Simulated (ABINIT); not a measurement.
**Quasiparticle gap of GaAs (F-43m) in ABINIT**

Aim: the G0W0 gap of GaAs (F-43m) on PBE, step by step.

Method: PBE and many-body steps on it, plane waves, in ABINIT 10.8.3.

**The experiments to reproduce.**

- Gap 1.51 eV: band-edge emission energy from PL (direct gap at Gamma); photoluminescence, 633 nm excitation; 77 K; bulk crystal (MBE GaAs matrix around a thin InAs wetting layer on semi-insulating GaAs (100)) (“Photoluminescence of InAs/GaAs quantum dots under direct two-photon excitation”, 2020, pmc:7331710).

- Gap 1.418 ± 0.005 eV: direct gap E0 at Gamma from PR; modulated photoreflectance, low-field lineshape fit; 300 K; bulk crystal (semi-insulating GaAs(001) reference substrate) (“Evidence of valence band perturbations in GaAsN/GaAs(001): A combined variable-angle spectroscopic ellipsometry and modulated photoreflectance investigation”, 2008, arxiv:0805.2212).

- Gap 1.412 ± 0.01 eV: direct gap E0 at Gamma from ellipsometry; variable-angle spectroscopic ellipsometry, parametric critical-point fit; 300 K; bulk crystal (semi-insulating GaAs(001) reference substrate with native oxide) (“Evidence of valence band perturbations in GaAsN/GaAs(001): A combined variable-angle spectroscopic ellipsometry and modulated photoreflectance investigation”, 2008, arxiv:0805.2212).

- Gap 1.42 eV: band-edge photoluminescence emission energy of the GaAs substrate; time-integrated photoluminescence; 300 K; bulk crystal ((001) GaAs substrate beneath GaBiAs epilayers) (“Investigation of the anisotropic electron g factor as a probe of the electronic structure of GaBixAs1-x/GaAs epilayers”, 2014, arxiv:1409.8467).

- Gap 1.42 eV: fundamental direct gap E0 at Gamma, seen as sharp points in Psi and Delta; spectroscopic ellipsometry; 300 K; bulk crystal (semi-insulating GaAs (100) substrate) (“Ellipsometric study of the Electronic Structure of GaMnAs and LT-GaAs”, 2004, arxiv:cond-mat/0404304).

Report form: the programs' logs are mostly left out.

## 1. The starting structure

The structure is cubic, space group F-43m (No. 216). Conventional cell: a = 5.654 Å, b = 5.654 Å, c = 5.654 Å, α = 90.00°, β = 90.00°, γ = 90.00°. Nearest to Ga lie 4 As at 2.45 Å. As has 4 Ga at 2.45 Å nearest. Farther neighbours are not listed.

The cell and positions come from the Crystallography Open Database and are kept as given unless a step says otherwise.

## 2. Ground state

This step: ABINIT 10.8.3; DFT, PBE, plane waves, norm-conserving pseudopotentials.

The ground-state density comes first.

File run.abi:

```
acell 3*1.0 Angstrom
rprim 
  0.000000000000 2.826850000000 2.826850000000
  2.826850000000 0.000000000000 2.826850000000
  2.826850000000 2.826850000000 -0.000000000000
ntypat 2
znucl 31 33
natom 2
typat 1 2
xred 
  0.000000000000 0.000000000000 0.000000000000
  0.250000000000 0.250000000000 0.250000000000
pp_dirpath "pseudos"
pseudos "Ga.upf, As.upf"
ecut 45
ngkpt 6 6 6
nshiftk 1
shiftk 0 0 0
kptopt 1
chksymbreak 0
nband 27
occopt 1
tolvrs 1e-10
nstep 60
prtwf 0
optforces 0
optstress 0
indata_prefix "in"
outdata_prefix "out"
tmpdata_prefix "tmp"
```

Command:

```sh
> OMP_NUM_THREADS=1 mpirun -n 8 abinit run.abi > log
```

Elapsed: 29 s, on 8 MPI ranks of Intel Xeon Platinum 8259CL at 2.50GHz (Skylake/Cascade Lake), shared host; peak memory 0.73 GiB.

Numbers from this step:

```
total energy               : -15063.8764 eV
gap                        : 0.5078 eV
k of the valence top       : 0, 0, 0
k of the conduction bottom : 0, 0, 0
least direct gap           : 0.5078 eV
```

The gap is direct, at Γ.

## 3. Bands along the symmetry lines

The cheap functional maps the bands first; the places of the edges decide which points the dearer methods must see.

File run.abi:

```
acell 3*1.0 Angstrom
rprim 
  0.000000000000 2.826850000000 2.826850000000
  2.826850000000 0.000000000000 2.826850000000
  2.826850000000 2.826850000000 -0.000000000000
ntypat 2
znucl 31 33
natom 2
typat 1 2
xred 
  0.000000000000 0.000000000000 0.000000000000
  0.250000000000 0.250000000000 0.250000000000
pp_dirpath "pseudos"
pseudos "Ga.upf, As.upf"
ecut 45
iscf -2
irdden 1
kptopt 0
nkpt 50
kpt 
  0.00000000 0.00000000 0.00000000
  -0.06250000 -0.06250000 0.00000000
  -0.12500000 -0.12500000 0.00000000
  -0.18750000 -0.18750000 0.00000000
  -0.25000000 -0.25000000 0.00000000
  -0.31250000 -0.31250000 0.00000000
  -0.37500000 -0.37500000 0.00000000
  -0.43750000 -0.43750000 0.00000000
  -0.50000000 -0.50000000 0.00000000
  -0.48437500 -0.48437500 0.03125000
  -0.46875000 -0.46875000 0.06250000
  -0.45312500 -0.45312500 0.09375000
  -0.43750000 -0.43750000 0.12500000
  -0.42187500 -0.42187500 0.15625000
  -0.40625000 -0.40625000 0.18750000
  -0.39062500 -0.39062500 0.21875000
  -0.37500000 -0.37500000 0.25000000
  -0.37500000 0.00000000 0.37500000
  -0.32812500 0.00000000 0.32812500
  -0.28125000 0.00000000 0.28125000
  -0.23437500 0.00000000 0.23437500
  -0.18750000 0.00000000 0.18750000
  -0.14062500 0.00000000 0.14062500
  -0.09375000 0.00000000 0.09375000
  -0.04687500 0.00000000 0.04687500
  0.00000000 0.00000000 0.00000000
  0.00000000 0.00000000 0.06250000
  0.00000000 0.00000000 0.12500000
  0.00000000 0.00000000 0.18750000
  0.00000000 0.00000000 0.25000000
  0.00000000 0.00000000 0.31250000
  0.00000000 0.00000000 0.37500000
  0.00000000 0.00000000 0.43750000
  -0.00000000 -0.00000000 0.50000000
  -0.06250000 -0.03125000 0.46875000
  -0.12500000 -0.06250000 0.43750000
  -0.18750000 -0.09375000 0.40625000
  -0.25000000 -0.12500000 0.37500000
  -0.31250000 -0.15625000 0.34375000
  -0.37500000 -0.18750000 0.31250000
  -0.43750000 -0.21875000 0.28125000
  -0.50000000 -0.25000000 0.25000000
  -0.50000000 -0.28125000 0.21875000
  -0.50000000 -0.31250000 0.18750000
  -0.50000000 -0.34375000 0.15625000
  -0.50000000 -0.37500000 0.12500000
  -0.50000000 -0.40625000 0.09375000
  -0.50000000 -0.43750000 0.06250000
  -0.50000000 -0.46875000 0.03125000
  -0.50000000 -0.50000000 0.00000000
istwfk *1
nband 29
nbdbuf 2
tolwfr 1e-08
nstep 40
prtwf 0
prtvol 0
indata_prefix "in"
outdata_prefix "out"
tmpdata_prefix "tmp"
```

Wall time 40 s (8 MPI ranks); peak memory 0.68 GiB.

This step gave:

```
gap                        : 0.5078 eV
k of the valence top       : 0, 0, 0
k of the conduction bottom : 0, 0, 0
least direct gap           : 0.5078 eV
```

The gap is 0.508 eV, as in the run before at this level.

Electronic bands along the path, in eV, zero at the top of the highest filled band:

```
    point  band 19  band 20  band 21  band 22  band 23  band 24  band 25  band 26
        Γ   -12.73     0.00     0.00     0.00     0.51     3.74     3.74     3.74
  halfway   -11.80    -4.09    -1.69    -1.69     1.99     3.27     6.62     6.62
        X   -10.23    -6.82    -2.68    -2.68     1.47     1.66    10.18    10.18
  halfway   -10.22    -6.77    -3.20    -2.57     1.66     2.57     9.21     9.43
        U   -10.27    -6.63    -3.86    -2.26     1.97     4.64     7.96     8.07
jump to K   -10.27    -6.63    -3.86    -2.26     1.97     4.64     7.96     8.07
  halfway   -11.72    -4.56    -2.44    -0.68     2.68     4.77     4.81     5.65
        Γ   -12.73     0.00     0.00     0.00     0.51     3.74     3.74     3.74
  halfway   -12.04    -4.14    -0.68    -0.68     1.45     4.60     4.60     5.96
        L   -10.97    -6.64    -1.14    -1.14     1.00     4.65     4.65     7.76
  halfway   -10.63    -6.49    -3.22    -1.94     3.03     4.18     6.35     7.70
        W   -10.17    -6.63    -3.53    -3.34     4.62     4.73     5.42     6.05
  halfway   -10.20    -6.73    -3.14    -3.04     2.56     2.76     8.15     8.36
        X   -10.23    -6.82    -2.68    -2.68     1.47     1.66    10.18    10.18
```

## 4. Empty states on the mesh, 4×4×4 mesh, 103 bands

The sums over transitions need many empty states on a uniform mesh; this step solves for them.

File run.abi:

```
acell 3*1.0 Angstrom
rprim 
  0.000000000000 2.826850000000 2.826850000000
  2.826850000000 0.000000000000 2.826850000000
  2.826850000000 2.826850000000 -0.000000000000
ntypat 2
znucl 31 33
natom 2
typat 1 2
xred 
  0.000000000000 0.000000000000 0.000000000000
  0.250000000000 0.250000000000 0.250000000000
pp_dirpath "pseudos"
pseudos "Ga.upf, As.upf"
ecut 45
ngkpt 4 4 4
nshiftk 1
shiftk 0 0 0
kptopt 1
chksymbreak 0
iscf -2
irdden 1
istwfk *1
nband 103
nbdbuf 8
tolwfr 1e-09
nstep 60
prtvol 0
indata_prefix "in"
outdata_prefix "out"
tmpdata_prefix "tmp"
```

Run time: 28 s. Hardware: 8 MPI ranks; peak memory 0.67 GiB; 3.7 min of CPU time.

This step gave:

```
gap                                                           : 0.5078 eV
k of the valence top                                          : 0, 0, 0
k of the conduction bottom                                    : 0, 0, 0
least direct gap                                              : 0.5078 eV
k points computed                                             : 8
lowest point of the top converged band, above the valence top : 70.7099 eV
```

On this mesh the gap is 0.508 eV.

## 5. Screening, 4×4×4 mesh, 95 bands, screening to 136.1 eV

The RPA dielectric matrix is built and inverted for each q.

This step: RPA screening on PBE, plane waves, norm-conserving pseudopotentials.

Edit run.abi of step 4 so:

```diff
@@ -20,10 +20,11 @@
 chksymbreak 0
-iscf -2
-irdden 1
 istwfk *1
-nband 103
-nbdbuf 8
-tolwfr 1e-09
-nstep 60
-prtvol 0
+occopt 1
+irdwfk 1
+optdriver 3
+nband 95
+ecuteps 5
+inclvkb 2
+awtr 1
+symchi 1
 indata_prefix "in"
```

Wall time 52 s (8 MPI ranks); peak memory 1.9 GiB; 6.9 min of CPU time.

Numbers from this step:

| Quantity | Value |
| --- | --- |
| ε∞ with local fields, on this mesh, along the program's q direction | 140.4 |
| the same without local fields | 149.6 |
| plasma frequency | 36.65 eV |
| plane waves in the screening matrix | 169 |

Local fields lower ε∞ by 6 %. The value itself is an artefact of the mesh, where one narrow direct gap carries too much weight.

## 6. Self-energy, 4×4×4 mesh, 95 bands, screening to 136.1 eV

The self-energy is evaluated for the states that the input lists, and the levels follow from it, in one-shot runs by the linearised quasiparticle equation.

This step: G0W0 on PBE, plane waves, norm-conserving pseudopotentials.

Edit run.abi of step 5 so:

```diff
@@ -23,8 +23,15 @@
 irdwfk 1
-optdriver 3
+optdriver 4
 nband 95
+gwcalctyp 0
+ecutsigx 45
+symsigma 1
+nkptgw 1
+kptgw 
+  0.0000000000 0.0000000000 0.0000000000
+bdgw 
+  20 26
 ecuteps 5
-inclvkb 2
-awtr 1
-symchi 1
+irdscr 1
+ppmodel 1
 indata_prefix "in"
```

Elapsed: 12 s, on 8 MPI ranks; peak memory 1.2 GiB.

This step gave:

- G0W0 gap on the points computed: 1.150 eV
- starting gap on the mesh: 0.5078 eV
- k of the valence top: 0, 0, 0
- k of the conduction bottom: 0, 0, 0
- Z at the valence top: 0.798
- Z at the conduction bottom: 0.802
- least direct G0W0 gap on the computed points: 1.150 eV

The gap on the mesh goes from 0.51 eV to 1.15 eV, a correction of +0.64 eV.

Limits: finite bands, cutoff and mesh; no spin-orbit coupling; coarse k mesh. v1 is the top filled band, c1 the lowest empty one. Levels before and after the correction, in eV, zero at the valence-band top of each column:

|  | conduction bottom | valence top |
| --- | --- | --- |
| Kohn-Sham | 0.51 | 0.00 |
| G0W0 | 1.15 | 0.00 |

```
             level  energy (eV)
Kohn-Sham  Γ v3-v1        0.000
Kohn-Sham     Γ c1        0.508
Kohn-Sham  Γ c2-c4        3.737
     G0W0  Γ v3-v1        0.000
     G0W0     Γ c1        1.150
     G0W0  Γ c2-c4        4.253
```

## 7. Where the time went

Times are wall times on 8 MPI ranks of Intel Xeon Platinum 8259CL at 2.50GHz (Skylake/Cascade Lake), shared host, good to a factor of about two.

```
                          step  time  share  memory (GiB)
                  ground state  29 s   18 %          0.73
bands along the symmetry lines  40 s   25 %          0.68
      empty states on the mesh  28 s   17 %          0.67
                     screening  52 s   32 %           1.9
                   self-energy  12 s    7 %           1.2
```

## 8. Summary of results

```yaml
pbe_gap: 0.51 eV, direct
g0w0_gap_on_the_mesh: 1.15 eV
gw_settings: 4×4×4 mesh, 95 bands, screening to 136.1 eV, Godby-Needs plasmon pole
known_limits: not at the basis limit; screening runs away on this mesh; no spin-orbit coupling; coarse k mesh
```

What this shows: G0W0 moves the gap on the mesh from 0.51 eV to 1.15 eV (+0.64 eV), with Z of 0.80 and 0.80 at the edges. Local fields lower the RPA ε∞ on this mesh from 149.56 to 140.44; a Γ-centred mesh this coarse tends to raise both, most where the direct gap is narrow, while a short band sum lowers them. Only 1 of the mesh's irreducible points was corrected, so a valley elsewhere could overtake. Against experiment, by G0W0@PBE: the direct gap of 1.15 eV lies −0.36 eV from the measured 1.51 eV (exciton, 77 K, 2020); the direct gap of 1.15 eV lies −0.27 eV from the measured 1.418 ± 0.005 eV (direct, 300 K, 2008); the direct gap of 1.15 eV lies −0.26 eV from the measured 1.412 ± 0.01 eV (direct, 300 K, 2008); the direct gap of 1.15 eV lies −0.27 eV from the measured 1.42 eV (exciton, 300 K, 2014); the direct gap of 1.15 eV lies −0.27 eV from the measured 1.42 eV (direct, 300 K, 2004). An exciton line or allowed optical edge lies below the quasiparticle gap by the binding energy; a forbidden edge can push the onset above it. The calculation has static nuclei and no excitons; a measured gap holds zero-point and thermal motion, which mostly lowers it. Bands and cutoff are finite, so the gap is not at the basis limit. The miss can reach some tenths of an eV and take either sign; the mesh is an error of its own. In the G0W0 run levels were corrected at 1 k point alone, so a gap called «on the mesh» is the least over those, and an edge elsewhere would be missed. The 4×4×4 mesh is coarse for this cell, which bears on the long-range parts of exchange and screening. On this mesh the RPA ε∞ passes 90, more than nearly any semiconductor shows; a coarse mesh does this where one point with a narrow direct gap carries much weight. The screening is then too strong, and the G0W0 gap should not be taken as the material's. The many-body steps are scalar-relativistic: spin-orbit coupling is not in them.

[Paths, hosts, dates, memory and timing lines, banners, echoed tables and standing remarks are left out of the program output.]

[Logs are printed without paths, hosts, clocks, repeated set-up lines and the standing remarks that a program may print on its own settings, such as how far it seeks lower states.]

[Runs of the session that timed out or met a known fault of the program may be left out.]

[No measured gap is set beside runs whose start may be inverted or whose files or cutoffs have a known fault.]

[Hosts, paths, dates, database ids (printed as entryN), source tags and the programs' standing remarks are cut or masked in the printed files.]

[G0W0 gaps are taken among the corrected bands and points alone; a level outside them can change the order at an edge.]

[Where Ansatz stands beside ABINIT at settings called matched, ABINIT's density can come from a denser mesh and the files from another edition; pairs whose starting gaps differed by over 0.03 eV were left out, so agreement reads better than it is.]
